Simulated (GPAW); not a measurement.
NbFeO4 (I-4m2) has these O sites:
A. atom 3: 2 Fe at 2.02 Å and 1 Nb at 2.02 Å (distorted T-shaped, site symmetry 2mm), then 2 O at 2.54 Å and 4 O at 2.94 Å
B. atom 5: 2 Nb at 2.00 Å and 1 Fe at 2.11 Å (distorted T-shaped, site symmetry 2mm), then 2 O at 2.54 Å and 4 O at 2.88 Å

Their O K edges were computed (GPAW, LDA + U (Fe 5.3 eV), full core hole (charged cell), 12-atom cell with 5.5 Å between holes, 3×3×3 k points, dipole transitions, Gaussian full width 0.9 eV up to 4 eV, rising linearly to 3.5 eV at 25 eV) and are given in random order.

On one photon-energy scale, from the lowest onset; each scaled to a mean of 1 over its first 20 eV.

```tsv
E (eV)	spectrum 1	spectrum 2
-2.0	0.00	0.00
-1.5	0.00	0.00
-1.0	0.00	0.00
-0.5	0.00	0.00
0.0	0.03	0.00
0.5	0.35	0.02
1.0	1.25	0.26
1.5	1.65	0.92
2.0	1.30	1.55
2.5	0.81	1.83
3.0	0.33	1.26
3.5	0.09	0.49
4.0	0.10	0.19
4.5	0.49	0.28
5.0	1.15	0.98
5.5	1.34	1.75
6.0	1.07	2.04
6.5	0.97	1.96
7.0	1.15	1.22
7.5	1.36	0.74
8.0	1.46	0.81
8.5	1.65	1.04
9.0	1.85	1.22
9.5	1.77	1.30
10.0	1.47	1.24
10.5	1.23	1.12
11.0	1.14	1.03
11.5	1.15	1.00
12.0	1.20	1.07
12.5	1.23	1.22
13.0	1.23	1.41
13.5	1.19	1.53
14.0	1.10	1.49
14.5	1.00	1.28
15.0	0.90	1.01
15.5	0.80	0.79
16.0	0.72	0.64
16.5	0.66	0.54
17.0	0.64	0.48
17.5	0.66	0.47
18.0	0.69	0.51
18.5	0.73	0.58
19.0	0.77	0.67
19.5	0.81	0.76
20.0	0.84	0.84
20.5	0.85	0.91
21.0	0.84	0.94
21.5	0.81	0.95
22.0	0.77	0.94
22.5	0.71	0.90
23.0	0.66	0.84
23.5	0.62	0.78
24.0	0.59	0.73
24.5	0.58	0.69
25.0	0.59	0.67
25.5	0.62	0.66
26.0	0.66	0.67
26.5	0.71	0.68
27.0	0.77	0.71
27.5	0.82	0.74
28.0	0.87	0.78
28.5	0.91	0.83
29.0	0.95	0.88
29.5	0.99	0.92
30.0	1.04	0.97
30.5	1.08	1.00
31.0	1.12	1.03
31.5	1.14	1.04
32.0	1.14	1.05
```

**Question.** Which spectrum belongs to which site?

Spectrum 1 is A (onset at +0.00 eV, maxima 1.4 eV (1.66), 5.4 eV (1.36) and 9.1 eV (1.86) above its own zero). Spectrum 2 is B (onset at +0.44 eV, maxima 2.0 eV (1.85), 5.8 eV (2.09) and 13.2 eV (1.54) above its own zero).

[Banner, clock and machine lines of the logs are left out without a mark of their own.]

[Logs are printed without paths, hosts, clocks, repeated set-up lines and the standing remarks that a program may print on its own settings, such as how far it seeks lower states.]

[Hosts, paths, dates, database ids (printed as entryN), source tags and the programs' standing remarks are cut or masked in the printed files.]

[Lists of maxima count a maximum above −3 eV only where it reaches 4 % of the highest in the window and stands out from its surroundings by 2 % of it (1.5 % where it reaches 55 %); shoulders and weaker maxima are passed over, and of the rest the first, up to two pre-edge ones and the few strongest are named.]
